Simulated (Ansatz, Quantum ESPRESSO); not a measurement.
## NaMgF3 (Neighborite): modes at Γ and the response to a field

Wanted: the vibrations of NaMgF3 (Neighborite) at Γ, by two programs.

Program: Quantum ESPRESSO 7.5. Level of theory: DFT LDA, scalar-relativistic, plane waves, JTH PAW pseudopotentials. Results are calculated unless marked as measured.

The database entry behind the starting cell lists a temperature of 1273 K, so it need not match the best structure at ambient conditions.

### Step 1. The starting structure

Symmetry: Pm-3m, No. 221, cubic system. Conventional cell: a = 3.876 Å, b = 3.876 Å, c = 3.876 Å, α = 90.00°, β = 90.00°, γ = 90.00°. Nearest to Na lie 12 F at 2.74 Å. Nearest to Mg lie 6 F at 1.94 Å. Nearest to F lie 2 Mg at 1.94 Å and 4 Na at 2.74 Å. Farther neighbours and most contacts between anions are not listed.

### Step 2. A first look

Before anything dear is run, a loose run with smearing shows whether this is a metal and how far the cell is from rest.

probe.in

```
 &control
    calculation='scf',
    prefix='x',
    outdir='./tmp',
    pseudo_dir='./pseudo',
    tprnfor=.true.,
    tstress=.true.,
    verbosity='high',
 /
 &system
    ibrav=0,
    nat=5,
    ntyp=3,
    ecutwfc=50.0,
    ecutrho=250.0,
    occupations='smearing',
    smearing='gaussian',
    degauss=0.01,
 /
 &electrons
    conv_thr=1.0d-07,
    mixing_beta=0.7,
    electron_maxstep=100,
 /
ATOMIC_SPECIES
 Na     22.9898  Na.upf
 Mg     24.3050  Mg.upf
 F      18.9984  F.upf
CELL_PARAMETERS angstrom
     3.876000000    0.000000000    0.000000000
     0.000000000    3.876000000    0.000000000
     0.000000000    0.000000000    3.876000000
ATOMIC_POSITIONS crystal
 Na     0.000000000   0.000000000   0.000000000
 Mg     0.500000000   0.500000000   0.500000000
 F      0.500000000   0.500000000   0.000000000
 F      0.000000000   0.500000000   0.500000000
 F      0.500000000   0.000000000   0.500000000
K_POINTS automatic
 6 6 6 0 0 0
```

Launch:

```bash
$ OMP_NUM_THREADS=1 mpirun -n 4 pw.x -nk 4 -in probe.in > probe.out
```

Then come: relaxing the cell and atoms; ground state; linear response at Γ; modes with the sum rule; sum rules set otherwise (asr crystal); sum rules set otherwise: a sum rule for molecules or wires on a crystal; the LO-TO splitting (1 0 0); A second program; side by side: QE JTH and Ansatz, PAW. Settings of the main run: cutoff 50 Ry, 6×6×6 k-mesh, fixed occupations, response threshold 1.00e-18, field response on, q point (0, 0, 0).

Before running: what should come out for the highest optical zone-centre mode and highest mode moved by the LO-TO term?

At the LDA level the optical modes of NaMgF3 (Neighborite) at the zone centre (no LO-TO term) run from 54i to 613 cm⁻¹, so the structure is a saddle point, with 3 modes beyond 10i cm⁻¹ there. Along the directions run, the highest mode that the macroscopic field moves lies at 688 cm⁻¹. Of the 12 optical modes, 9 are infrared active alone and 3 are silent.

* volume per atom: 11.2 Å³
* gap on the k-mesh: 6.08 eV
* highest optical zone-centre mode (no LO-TO term): 613.1 cm⁻¹
* lowest optical zone-centre mode: -53.9 cm⁻¹
* highest mode moved by the LO-TO term: 688.5 cm⁻¹
* mean high-frequency dielectric constant: 1.97
* largest Born charge in size (third of the trace): 1.88 e
* imaginary optical modes at the zone centre (no q mesh in this session): yes
* largest difference from Ansatz, PAW: 15.2 cm⁻¹

QE JTH and Ansatz, PAW differ by 8.3 cm⁻¹ in the root mean square and by 15.2 cm⁻¹ at most, 2.5 % of the highest mode compared (acoustic modes at Γ left out); the two use different potentials, and the cell was not relaxed for the second set. These are harmonic frequencies at zero temperature: anharmonic shifts and linewidths and thermal expansion are left out.

[Host names and launcher messages were left out of these logs when they were recorded.]

[Logs are printed without paths, hosts, clocks, repeated set-up lines and the standing remarks that a program may print on its own settings, such as how far it seeks lower states.]

[Hosts, paths, dates, database ids (printed as entryN), source tags and the programs' standing remarks are cut or masked in the printed files.]
